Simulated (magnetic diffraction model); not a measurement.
**Moment size from magnetic intensity in CaYb**

Space group Cm (no. 8), a = 13.4810 Å, b = 3.6350 Å, c = 8.4720 Å, β = 107.46°.

```csv
site,atom,x,y,z
2a,Yb,0.1483,1/2,0.3155
2a,Yb,0.1266,1/2,0.7430
2a,Yb,0.0006,0,0.9839
2a,Ca,0.2949,0,0.0797
2a,Ca,0.4254,1/2,0.3895
2a,Ca,0.3389,0,0.6522
```

The compound is invented for this exercise: a known structure type with other elements, its cell scaled to their sizes and not relaxed.

Only Yb is taken to order (form factors of Yb3+); orders and moment sizes are assumed, and not adapted to the symmetry. Radiation: neutrons of λ = 2.567 Å, 1.5° to 45°; isotropic B of 0.15 Å² (Yb) and 0.21 Å² (Ca). Simulated constant-wavelength pattern: nuclear and magnetic terms add, the magnetic one as |2.695 fm × Σ f S⊥ exp(2πi Q·r) exp(−B s²)|², summed over all Q at one angle with the factor 1/(sin²θ cos θ). For a modulated order the moment at position r is S exp(−2πi k·r) + c.c., with S = m/2 for a sine wave of amplitude m and S = m(u + iv)/2 for moments turning in a plane, u and v being orthogonal unit vectors in it; the phase factor of the sum at Q = H + k is then exp(2πi H·r). Free-ion form factors, Sears's scattering lengths of 1992, no absorption; a label names one of the reflections at its angle. The strongest nuclear line in the range is 100, and lines under 0.2 are left out.

In a first state the assumed order is k = (0 0 1/6), a sine wave with moments along [100] (amplitudes given), 3.8 μB on Yb; signs + at (0.1483, 1/2, 0.3155), + at (0.1266, 1/2, 0.7430), + at (0.0006, 0, 0.9839), with this pattern:

```csv
2θ (°),index,nuclear,magnetic
3.03,(0 0 1/6),0.0,5935.0
15.21,(0 0 5/6),0.0,8.8
18.28,(0 0 1),15.8,0.0
21.36,(0 0 7/6),0.0,4.5
22.29,(2 0 -1/6),0.0,1.6
23.03,(2 0 0),100.0,0.0
23.51,(2 0 -5/6),0.0,1.4
24.14,(2 0 1/6),0.0,7.6
24.78,(2 0 -1),23.3,0.0
26.36,(2 0 -7/6),0.0,2.6
31.40,(2 0 5/6),0.0,6.5
33.71,(2 0 1),31.9,0.0
33.85,(0 0 11/6),0.0,6.3
34.86,(2 0 -11/6),0.0,8.9
36.17,(2 0 7/6),0.0,6.0
37.04,(0 0 2),17.0,0.0
```
(The table stops after 16 lines; 7 more lie at higher angle.)

**Question.** Nearer the ordering temperature the line at 3.03° has total intensity 534.1 on the same scale, and all moments have shrunk alike. How large is the Yb moment?

The nuclear part, 0.0, stays, so the magnetic part is 534.1 against 5935.0. It goes as m², so m = 3.8 × √(534.1/5935.0) = 1.14 μB; the value used was 1.14 μB.

[Logs are printed without paths, hosts, clocks, repeated set-up lines and the standing remarks that a program may print on its own settings, such as how far it seeks lower states.]
